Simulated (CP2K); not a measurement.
The N K edge of formamide monohydrate was computed by TDDFT (CP2K XAS_TDP, aug-cc-pVDZ, TDA) at these levels: PBE0, PBEh(45%) and PBEh(45%) + GW2X. The first three lines of N1 (bonded to C and 2 H, gives 1 H bond) with a strength over 0.0015, energy in eV and strength:

```csv
run,first,second,third
1,403.15 (0.022),404.06 (0.013),405.37 (0.012)
2,397.66 (0.023),398.57 (0.014),399.88 (0.012)
3,390.36 (0.017),391.13 (0.007),392.05 (0.004)
```

**Question.** Which run is which?

Run 1: PBEh(45%) + GW2X (45 % exact exchange). Run 2: PBEh(45%) (45 % exact exchange). Run 3: PBE0 (25 % exact exchange). Self-interaction lifts the core level, so the uncorrected lines rise with the share of exact exchange. The GW2X run keeps the spacings of its parent: 0.91 eV between the first two lines in run 1, 0.91 eV in run 2. Its shift is +5.49 eV, since the Kohn–Sham level at this share of exchange lies that far above the quasiparticle level.

[Banner, clock and machine lines of the logs are left out without a mark of their own.]

[Logs are printed without paths, hosts, clocks, repeated set-up lines and the standing remarks that a program may print on its own settings, such as how far it seeks lower states.]

[Hosts, paths, dates, database ids (printed as entryN), source tags and the programs' standing remarks are cut or masked in the printed files.]
